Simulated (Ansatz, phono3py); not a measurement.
# Heat carried by phonons in NaF (Villiaumite, Fm-3m), part 3 of 4

Wanted: κ(T), lifetimes and mean free paths for NaF (Villiaumite).

What experiment has found for this phase:
- thermal conductivity 18.4 W/m/K near room temperature (given in “Combining the AFLOW GIBBS and Elastic Libraries to efficiently and robustly screen thermo-mechanical properties of solids”, 2017, arXiv:1611.05714)
- thermal conductivity 16.5 W/m/K near room temperature (given in “Predicting the lattice thermal conductivity of solids by solving the Boltzmann transport equation: AFLOW - AAPL an automated, accurate and efficient framework”, 2017, arXiv:1611.05481)

Ansatz 0.2.0; DFT PBEsol, scalar-relativistic, plane waves, PAW.

So far, κ at 300 K (relaxation time) (W/m/K): step 5 (third-order constants on small settings) 106. Also highest frequency (cm⁻¹): step 5 400. The relaxed cell has a = 4.629 Å (conventional setting).

## (6) Third-order constants and the Boltzmann equation, third order supercell 3×3×3, pair cutoff 3.423 Å

The supercell must be wider than twice the pair cutoff, and the number of displaced cells grows with the pairs inside it, which is where the cost lies.

File input.yaml:

```yaml
crystal:
  lattice:
    - [0.0, 2.314569119, 2.314569119]
    - [2.314569119, 0.0, 2.314569119]
    - [2.314569119, 2.314569119, 0.0]
  atoms:
    - { symbol: Na, position: [0.0, 0.0, 0.0] }
    - { symbol: F, position: [0.5, 0.5, 0.5] }
kpoints:
  mp_grid: { grid: [6, 6, 6] }
hamiltonian:
  xc: pbesol
scf:
  occupations: { method: fixed }
output:
  eigenvalues: true
phonons:
  method: fd
  dielectric: true
  qmesh: [6, 6, 6]
  temperatures: { t_max: 1000, t_step: 50 }
  qpath:
    path:
      - [[0.0, 0.0, 0.0], [0.5, 0.0, 0.5], [0.625, 0.25, 0.625]]
      - [[0.375, 0.375, 0.75], [0.0, 0.0, 0.0], [0.5, 0.5, 0.5], [0.5, 0.25, 0.75], [0.5, 0.0, 0.5]]
    npoints: 10
  third_order: { supercell: [3, 3, 3], pair_cutoff: 3.423 }
  lattice_thermal_conductivity:
    qmesh: [23, 23, 23]
    temperatures: [100.0, 150.0, 200.0, 300.0, 400.0, 500.0, 600.0, 800.0]
    isotope_mass_variance: [{ species: F, variance: 0.0 }, { species: Na, variance: 0.0 }]
    solution: relaxation_time
```

Run with:

```
$ ansatz run input.yaml --threads 16 --pin off --max-ram 30720MiB --backend cpu --events-out ev --progress --plain --runs-dir out
```

Numbers of over 12 decimals in the logs are rounded to 6 here.

The log of the run:

```text
[...]
Crystal: 12 atoms, lattice volume = 148.796 Å³
Basis set: ecut = 420 eV, 2951 PW (Γ), FFT grids on a1, −a1+a2+a3, −a1+a3, exchange–correlation on 48×108×80 points (8 copies of the dense FFT grid, shifted against one another)
Bands: 60, of which v1, the nominal top of the filled ones, is band 48 counted from 1 (47 counted from 0)
Symmetry: 24 space group operations
k-points: 16 of 36
[...]
SCF iter   1: F=—  HF=-13673.533728 eV  |F-HF|=—  |Δ(HF+E_count)|=         —  Δρ=7.62e-8  dr2=5.60e-12  ethr=1.00e-12  ⟨swp⟩=3.0  Hψ=2379  notcnv=0
[...]
SCF iter   2: F=-13673.533728 eV  HF=-13673.533728 eV  |F-HF|=0.00e0  |Δ(HF+E_count)|=  5.46e-12  Δρ=2.21e-8  dr2=2.38e-13  ethr=1.00e-12  ⟨swp⟩=3.0  Hψ=2560  notcnv=0
SCF 1 converged in 2 iterations: F = -13673.533728 eV  dr2 = 2.38e-13
[...]
Crystal: 2 atoms, lattice volume = 24.799 Å³
Basis set: ecut = 420 eV, 531 PW (Γ), exchange–correlation on 48×48×48 points (8 copies of the dense FFT grid, shifted against one another)
Bands: 12, of which v1, the nominal top of the filled ones, is band 8 counted from 1 (7 counted from 0)
Symmetry: 48 space group operations
k-points: 30 of 216 (irreducible under 8 space group operations, time reversal used)
[...]
SCF iter   3: F=-2278.922288 eV  HF=-2278.922288 eV  |F-HF|=2.68e-11  |Δ(HF+E_count)|=  5.18e-11  Δρ=4.32e-7  dr2=2.84e-11  ethr=1.00e-12  ⟨swp⟩=1.0  Hψ=891  notcnv=0
SCF 2 converged in 3 iterations: F = -2278.922288 eV  dr2 = 2.84e-11
[...]
Symmetry: 2 space group operations
k-points: 16 of 36 (time reversal used)
[...]
SCF iter   8: F=-13673.533715 eV  HF=-13673.533715 eV  |F-HF|=3.64e-12  |Δ(HF+E_count)|=  1.09e-11  Δρ=8.40e-8  dr2=6.08e-12  ethr=1.00e-12  ⟨swp⟩=5.0  Hψ=3609  notcnv=0
SCF 3 converged in 8 iterations: F = -13673.533715 eV  dr2 = 6.08e-12
[...]
Symmetry: 1 space group operations
k-points: 20 of 36 (time reversal used)
[...]
SCF iter   8: F=-13673.533717 eV  HF=-13673.533717 eV  |F-HF|=3.64e-12  |Δ(HF+E_count)|=  1.09e-11  Δρ=6.66e-8  dr2=3.77e-12  ethr=1.00e-12  ⟨swp⟩=5.0  Hψ=4497  notcnv=0
SCF 4 converged in 8 iterations: F = -13673.533717 eV  dr2 = 3.77e-12
[...]
SCF iter   7: F=-13673.533715 eV  HF=-13673.533715 eV  |F-HF|=1.82e-12  |Δ(HF+E_count)|=  1.27e-11  Δρ=6.53e-8  dr2=3.33e-12  ethr=1.00e-12  ⟨swp⟩=5.0  Hψ=3614  notcnv=0
SCF 5 converged in 7 iterations: F = -13673.533715 eV  dr2 = 3.33e-12
[...]
SCF iter   5: F=-13673.533715 eV  HF=-13673.533715 eV  |F-HF|=3.64e-12  |Δ(HF+E_count)|=  1.09e-11  Δρ=3.86e-8  dr2=1.00e-12  ethr=1.00e-12  ⟨swp⟩=4.0  Hψ=3698  notcnv=0
SCF 6 converged in 5 iterations: F = -13673.533715 eV  dr2 = 1.00e-12
[...]
SCF iter   7: F=-13673.533717 eV  HF=-13673.533717 eV  |F-HF|=5.46e-12  |Δ(HF+E_count)|=  1.82e-11  Δρ=5.07e-8  dr2=2.23e-12  ethr=1.00e-12  ⟨swp⟩=5.0  Hψ=4520  notcnv=0
SCF 7 converged in 7 iterations: F = -13673.533717 eV  dr2 = 2.23e-12
[...]
SCF iter   5: F=-13673.533717 eV  HF=-13673.533717 eV  |F-HF|=1.82e-12  |Δ(HF+E_count)|=  1.82e-11  Δρ=4.12e-8  dr2=1.06e-12  ethr=1.00e-12  ⟨swp⟩=4.0  Hψ=4621  notcnv=0
SCF 8 converged in 5 iterations: F = -13673.533717 eV  dr2 = 1.06e-12
Basis set: ecut = 420 eV, 2933 PW (Γ), FFT grids on a1, a2, −3a1−3a2+a3, exchange–correlation on 48×64×144 points (8 copies of the dense FFT grid, shifted against one another)
SCF iter   1: F=—  HF=-13673.533724 eV  |F-HF|=—  |Δ(HF+E_count)|=         —  Δρ=2.67e-7  dr2=5.53e-11  ethr=1.00e-12  ⟨swp⟩=4.0  Hψ=3084  notcnv=0
[...]
SCF 9 converged in 2 iterations: F = -13673.533724 eV  dr2 = 4.12e-12
[...]
SCF 10 converged in 9 iterations: F = -13673.533713 eV  dr2 = 3.22e-13
[...]
SCF 11 converged in 9 iterations: F = -13673.533713 eV  dr2 = 2.01e-13
Basis set: ecut = 420 eV, 2931 PW (Γ), FFT grids on a1, a1+a2, 2a1+a3, exchange–correlation on 80×80×80 points (8 copies of the dense FFT grid, shifted against one another)
k-points: 15 of 36
[...]
SCF 12 converged in 2 iterations: F = -13673.533728 eV  dr2 = 2.46e-13
[...]
SCF 13 converged in 8 iterations: F = -13673.533716 eV  dr2 = 1.57e-12
[...]
k-points: 15 of 36 (time reversal used)
[...]
SCF 14 converged in 8 iterations: F = -13673.533716 eV  dr2 = 1.90e-12
[...]
SCF 15 converged in 8 iterations: F = -13673.533716 eV  dr2 = 2.17e-13
[...]
SCF 16 converged in 4 iterations: F = -13673.533716 eV  dr2 = 3.33e-12
[...]
SCF 17 converged in 7 iterations: F = -13673.533716 eV  dr2 = 2.58e-12
Basis set: ecut = 420 eV, 2949 PW (Γ), FFT grids on a1, 2a1+a2−a3, −a1+a3, exchange–correlation on 48×80×120 points (8 copies of the dense FFT grid, shifted against one another)
k-points: 13 of 36
[...]
SCF 18 converged in 2 iterations: F = -13673.533728 eV  dr2 = 2.40e-13
k-points: 13 of 36 (time reversal used)
[...]
SCF 19 converged in 8 iterations: F = -13673.533714 eV  dr2 = 1.36e-12
[...]
SCF 20 converged in 8 iterations: F = -13673.533717 eV  dr2 = 1.03e-12
[...]
SCF 21 converged in 7 iterations: F = -13673.533714 eV  dr2 = 2.19e-12
[...]
SCF 22 converged in 7 iterations: F = -13673.533717 eV  dr2 = 5.42e-12
Basis set: ecut = 420 eV, 2933 PW (Γ), FFT grids on a1, a2, −a1+a2+a3, exchange–correlation on 48×90×100 points (8 copies of the dense FFT grid, shifted against one another)
[...]
SCF 23 converged in 2 iterations: F = -13673.533728 eV  dr2 = 2.35e-13
[...]
SCF 24 converged in 9 iterations: F = -13673.533715 eV  dr2 = 6.63e-13
[...]
SCF 25 converged in 9 iterations: F = -13673.533717 eV  dr2 = 5.99e-13
[...]
k-points: 12 of 36
[...]
Basis set: ecut = 420 eV, 2951 PW (Γ), FFT grids on a1, a2, −3a1+3a2+a3, exchange–correlation on 48×48×192 points (8 copies of the dense FFT grid, shifted against one another)
Symmetry: 96 space group operations
k-points: 10 of 36
[...]
Basis set: ecut = 420 eV, 2969 PW (Γ), FFT grids on a1, a2, −2a1−2a2+a3, exchange–correlation on 48×48×216 points (8 copies of the dense FFT grid, shifted against one another)
Symmetry: 72 space group operations
k-points: 7 of 36
[...]
Crystal: 54 atoms, lattice volume = 669.583 Å³
Basis set: ecut = 420 eV, 13107 PW (Γ), exchange–correlation on 144×144×144 points (8 copies of the dense FFT grid, shifted against one another)
Bands: 270, of which v1, the nominal top of the filled ones, is band 216 counted from 1 (215 counted from 0)
Symmetry: 1296 space group operations
k-points: 3 of 8
[...]
Symmetry: 8 space group operations
k-points: 4 of 8
[...]
Symmetry: 4 space group operations
k-points: 5 of 8
[...]
k-points: 6 of 8
[...]
k-points: 8
[...]
SCF 91 converged in 8 iterations: F = -61530.898519 eV  dr2 = 1.44e-10
[...]
SCF 92 converged in 8 iterations: F = -61530.898035 eV  dr2 = 1.77e-10
[...]
SCF iter   8: F=-61530.898932 eV  HF=-61530.898932 eV  |F-HF|=7.35e-10  |Δ(HF+E_count)|=   3.04e-9  Δρ=3.81e-7  dr2=6.55e-10  ethr=1.00e-12  ⟨swp⟩=4.0  Hψ=3091  notcnv=0
SCF 93 converged in 8 iterations: F = -61530.898932 eV  dr2 = 6.55e-10
[...]
SCF iter   8: F=-61530.898270 eV  HF=-61530.898270 eV  |F-HF|=8.80e-10  |Δ(HF+E_count)|=   2.64e-9  Δρ=3.72e-7  dr2=6.65e-10  ethr=1.00e-12  ⟨swp⟩=4.0  Hψ=5239  notcnv=0
SCF 94 converged in 8 iterations: F = -61530.898270 eV  dr2 = 6.65e-10
[...]
SCF iter   8: F=-61530.897362 eV  HF=-61530.897362 eV  |F-HF|=7.71e-10  |Δ(HF+E_count)|=   1.19e-9  Δρ=3.27e-7  dr2=5.20e-10  ethr=1.00e-12  ⟨swp⟩=4.0  Hψ=3094  notcnv=0
SCF 95 converged in 8 iterations: F = -61530.897362 eV  dr2 = 5.20e-10
[...]
SCF iter   8: F=-61530.898139 eV  HF=-61530.898139 eV  |F-HF|=2.33e-10  |Δ(HF+E_count)|=  7.20e-10  Δρ=1.80e-7  dr2=1.64e-10  ethr=1.00e-12  ⟨swp⟩=3.0  Hψ=3530  notcnv=0
SCF 96 converged in 8 iterations: F = -61530.898139 eV  dr2 = 1.64e-10
[...]
SCF iter   8: F=-61530.898276 eV  HF=-61530.898276 eV  |F-HF|=2.62e-10  |Δ(HF+E_count)|=  6.98e-10  Δρ=1.79e-7  dr2=1.56e-10  ethr=1.00e-12  ⟨swp⟩=3.0  Hψ=5648  notcnv=0
SCF 97 converged in 8 iterations: F = -61530.898276 eV  dr2 = 1.56e-10
[...]
SCF iter   8: F=-61530.898273 eV  HF=-61530.898273 eV  |F-HF|=2.91e-10  |Δ(HF+E_count)|=  7.13e-10  Δρ=1.80e-7  dr2=1.56e-10  ethr=1.00e-12  ⟨swp⟩=3.0  Hψ=5648  notcnv=0
SCF 98 converged in 8 iterations: F = -61530.898273 eV  dr2 = 1.56e-10
[...]
SCF iter   8: F=-61530.898410 eV  HF=-61530.898410 eV  |F-HF|=3.35e-10  |Δ(HF+E_count)|=  6.62e-10  Δρ=1.77e-7  dr2=1.47e-10  ethr=1.00e-12  ⟨swp⟩=3.0  Hψ=4236  notcnv=0
SCF 99 converged in 8 iterations: F = -61530.898410 eV  dr2 = 1.47e-10
[...]
SCF iter   8: F=-61530.898936 eV  HF=-61530.898936 eV  |F-HF|=2.84e-10  |Δ(HF+E_count)|=  2.69e-10  Δρ=2.89e-7  dr2=4.08e-10  ethr=1.00e-12  ⟨swp⟩=2.0  Hψ=3440  notcnv=0
SCF 100 converged in 8 iterations: F = -61530.898936 eV  dr2 = 4.08e-10
[...]
SCF iter   8: F=-61530.898262 eV  HF=-61530.898262 eV  |F-HF|=4.37e-10  |Δ(HF+E_count)|=   3.79e-9  Δρ=3.24e-7  dr2=4.88e-10  ethr=1.00e-12  ⟨swp⟩=4.0  Hψ=4886  notcnv=0
SCF 101 converged in 8 iterations: F = -61530.898262 eV  dr2 = 4.88e-10
[...]
SCF iter   8: F=-61530.897798 eV  HF=-61530.897798 eV  |F-HF|=8.15e-10  |Δ(HF+E_count)|=   4.63e-9  Δρ=3.51e-7  dr2=5.67e-10  ethr=1.00e-12  ⟨swp⟩=4.0  Hψ=3406  notcnv=0
SCF 102 converged in 8 iterations: F = -61530.897798 eV  dr2 = 5.67e-10
SCF converged after 2 iterations
Free energy (F): -13673.533728 eV
[...]
Internal energy: -13673.533728 eV  (E = F + TS)
E sigma→0 (E₀):  -13673.533728 eV
Fermi energy:    0.949917 eV
[...]
--- Band table (eV; the first three rows and the last of 16) ---
  k-point 0: bands = [... 44 lower, 0.7553, 0.9499, 0.9499, 0.9499, 7.1483, 10.0604, 10.0604, 11.9269, ... 8 higher]
  k-point 1: bands = [... 44 lower, 0.7553, 0.8115, 0.8387, 0.8387, 8.3668, 9.3324, 10.0604, 11.0105, ... 8 higher]
  k-point 2: bands = [... 44 lower, 0.8848, 0.8848, 0.8848, 0.8848, 8.0807, 8.0807, 11.5898, 11.5898, ... 8 higher]
  k-point 15: bands = [... 44 lower, 0.6098, 0.6098, 0.6527, 0.6527, 11.6284, 11.6284, 11.9269, 11.9269, ... 8 higher]
--- Phonons: 40 displaced members + 10 references (amplitude of the first 0.0025 Å, Σ member SCF iterations 307) ---
  ASR residual: 3.024e-3 → 0.000e0 eV/Å²; symmetrization residual: 1.854e-4 eV/Å²
  largest component of a force at the reference: 2.1e-25 eV/Å
  ASR residual per site (eV/Å²): 3.02e-3 1.97e-3
  Γ frequencies (cm⁻¹): 0.00 0.00 0.00 239.36 239.36 239.36
[...]
ε∞ (high-frequency dielectric tensor):
        1.894774    -0.000000     0.000000
        0.000000     1.894774    -0.000000
        0.000000    -0.000000     1.894774
[...]
Born effective charges Z* (e; rows j = field, columns β = displacement):
    site 0:
         1.01207    0.00000   -0.00000
        -0.00000    1.01207   -0.00000
        -0.00000   -0.00000    1.01207
    site 1:
        -1.01207   -0.00000    0.00000
         0.00000   -1.01207    0.00000
         0.00000    0.00000   -1.01207
  Z* charge neutrality: 3.863e-5 e pre-enforcement
[...]
optical modes at Γ without the LO–TO term, one row a degenerate level:
      ω (cm⁻¹)  modes    IR ((D/Å)²/amu)
        239.36      3             6.8152
  optical modes at Γ + LO–TO along q̂ = [1.0000, 0.0000, 0.0000]:
      ω (cm⁻¹)  modes    IR ((D/Å)²/amu)
        239.36      2             4.5435
        400.51      1             2.2717
  optical modes at Γ + LO–TO along q̂ = [0.0000, 1.0000, 0.0000]:
      ω (cm⁻¹)  modes    IR ((D/Å)²/amu)
        239.36      2             4.5435
        400.51      1             2.2717
  optical modes at Γ + LO–TO along q̂ = [0.0000, 0.0000, 1.0000]:
      ω (cm⁻¹)  modes    IR ((D/Å)²/amu)
        239.36      2             4.5435
        400.51      1             2.2717
--- Phonons (by wavevector): 16 wavevectors in 10 supercells ---
  supercell 1 (6 cells, vectors [1, 0, 0], [0, 3, -3], [0, 0, 2] in multiples of the cell's): 6 displaced members by 0.0025 Å; free energy -13673.533728 eV; taken off its force constants: by the sum rule 1.6e-4, by the symmetrisation 7.8e-5 eV/Å²
[...]
q = [0.0000, 0.0000, 0.0000] (star 1, supercell 1; hermiticity 1.08e-16, symmetrization 3.43e-6): -0.00 0.00 0.00 239.36 239.36 239.36
[...]
joined force constants: q→R imaginary residual 9.60e-19
[...]
T (K)   relaxation time
      100.00           73.3119
      150.00           46.8848
      200.00           34.9104
      300.00           23.2925
      400.00           17.5485
      500.00           14.1154
      600.00           11.8325
      800.00            8.9874
```

It took 7.2 min on 16 threads of Arm Neoverse N1, shared host; peak memory 5.4 GiB; 1.8 h of CPU time.

Numbers from this step:

```yaml
zero_point_energy: 0.08116 eV/cell
debye_temperature_from_the_second_moment: 422 K
kappa_at_300_k_relaxation_time: 23.29 W/m/K
mean_free_path_at_half_of_kappa: 18.6 nm
share_of_kappa_above_the_three_lowest_branches: 0.147
third_order_blocks: 350
periodic_aliases_dropped: 24
largest_relative_sum_rule_correction: 0.1060
displaced_cells_third_order: 50
```

LO-TO term included. Phonon branches along the path, in cm⁻¹:

```tsv
point	branch 1	branch 2	branch 3	branch 4	branch 5	branch 6
Γ	0	0	0	239	239	400
halfway	100	100	192	246	246	340
X	141	141	252	254	254	281
halfway	145	164	247	249	256	278
U	155	212	230	234	260	270
jump to K	155	212	230	234	260	270
halfway	123	136	188	212	249	354
Γ	0	0	0	239	239	400
halfway	105	105	166	227	227	376
L	173	173	195	195	296	302
halfway	174	184	218	232	266	284
W	204	208	208	226	265	265
halfway	164	167	242	246	257	275
X	141	141	252	254	254	281
```

The phonon branches as a text plot (rows in cm⁻¹):

```
    392 |***                        ********
    375 |   *                    ***        *
    359 |    **                 *            **
    342 |      *                               *
    325 |       *              *                *
    309 |                    **                  **
    292 |        ***                             *****
    275 |           ******* *                   *    ****   *****
    259 |        ***************               *      ***********
    242 |*********     ******   ***********            **   ***
    225 |       *         ** **  ***       ****      ********
    209 |                ****  **             **   ***   ***
    192 |      *            *** *            *  ****  **** **
    175 |               *   ***                 *********   **
    159 |    **        * ***   * *          *  *              *
    142 |         *******      **          *  *                **
    125 |   *    *              * **         *
    108 |      **                *        * *
     92 |  * **                  ****      *
     75 |                         **     *
     58 |   *                       *     *
     42 | **                        **  **
     25 | *                          *  *
      8 |*                            **
         Γ           X  U|K            Γ         L        W     X
```

Lattice thermal conductivity, RTA xx against temperature:

```tsv
temperature (K)	lattice thermal conductivity, RTA xx (W/m/K)
100	73.3
150	46.9
200	34.9
300	23.3
400	17.6
500	14.1
600	11.8
800	8.99
```

The modes has structure finer than the step of the table below, so its rows give means over 10 cm⁻¹, whole bins alone (the curve runs from -10 to 422 cm⁻¹). Peaks (cm⁻¹: height): F 155.6: 0.00954, 239.7: 0.0303, 275.0: 0.0172; Na 171.9: 0.0260, 245.2: 0.0311.

Phonopy on the run's constants, 21x21x21 mesh, Gaussian sigma 3.1 cm⁻¹. Table of modes by wavenumber; means over each step; values in 1/cm⁻¹/cell:

```tsv
wavenumber (cm⁻¹)	F	Na
0	1.5e-5	1.5e-5
10	6.4e-6	6.6e-6
20	1.2e-4	1.4e-4
30	1.9e-4	2.2e-4
40	4.0e-4	4.9e-4
50	5.6e-4	6.9e-4
60	8.7e-4	0.00109
70	0.00118	0.00150
80	0.00153	0.00197
90	0.00215	0.00283
100	0.00246	0.00332
110	0.00357	0.00494
120	0.00416	0.00602
130	0.00527	0.00794
140	0.00780	0.0124
150	0.00868	0.0152
160	0.00855	0.0178
170	0.00779	0.0242
180	0.00551	0.0199
190	0.00649	0.0135
200	0.0169	0.0118
210	0.0212	0.0125
220	0.0229	0.0154
230	0.0247	0.0194
240	0.0293	0.0281
250	0.0262	0.0273
260	0.0189	0.0171
270	0.0140	0.00527
280	0.0145	0.00324
290	0.00903	0.00300
300	0.00676	0.00273
310	0.00569	0.00318
320	0.00449	0.00292
330	0.00377	0.00265
340	0.00350	0.00261
350	0.00301	0.00232
360	0.00255	0.00202
370	0.00214	0.00173
380	0.00171	0.00139
390	0.00118	9.7e-4
400	3.6e-4	3.0e-4
410	4.7e-6	4.4e-6
```

Distinct triplets, nearest first. Third order norms, by row:

```tsv
sites	side 1 (Å)	side 2 (Å)	side 3 (Å)	norm of the 27 components (eV/Å³)
Na-Na-Na	0	0	0	0
F-F-F	0	0	0	0
Na-F-F	0	2.31	2.31	8.008
Na-F-Na	0	2.31	2.31	8.205
Na-F-F	2.31	2.31	3.27	0.063
Na-F-Na	2.31	2.31	3.27	0.098
Na-Na-Na	0	3.27	3.27	0.903
Na-Na-Na	3.27	3.27	3.27	0.013
F-F-F	0	3.27	3.27	0.734
F-F-F	3.27	3.27	3.27	0.071
```

Born charge (rows field, columns displacement) (e), principal values of the symmetric part by kind of site:

```tsv
atom	atoms with these values	low	middle	high	mean
Na1	1	1.01	1.01	1.01	1.01
F2	1	-1.01	-1.01	-1.01	-1.01
```

In full for F2:

```
-1.01  0.00  0.00
 0.00 -1.01  0.00
 0.00  0.00 -1.01
```

RTA, 300 K. Kappa by branch, by row:

```tsv
branch (by rank)	mean frequency (THz)	mean rms speed (km/s)	median lifetime (ps)	share of kappa
1	4.33	2.18	4.72	0.336
2	4.84	2.62	4.17	0.321
3	6.19	2.18	3.27	0.196
4	7.01	1.69	2.95	0.076
5	7.56	1.25	2.55	0.038
6	9.32	2.16	0.883	0.033
```

(Part 3 of 4 ends here.)

[Logs are printed without paths, hosts, clocks, repeated set-up lines and the standing remarks that a program may print on its own settings, such as how far it seeks lower states.]

[Hosts, paths, dates, database ids (printed as entryN), source tags and the programs' standing remarks are cut or masked in the printed files.]

[A step with changed settings may run another functional than the one named; its input shows which.]

[Pressures of single members of a volume series are the stress at the run's cutoff; with an incomplete basis they can lie off −dE/dV of the same runs, and they are not shown converged.]
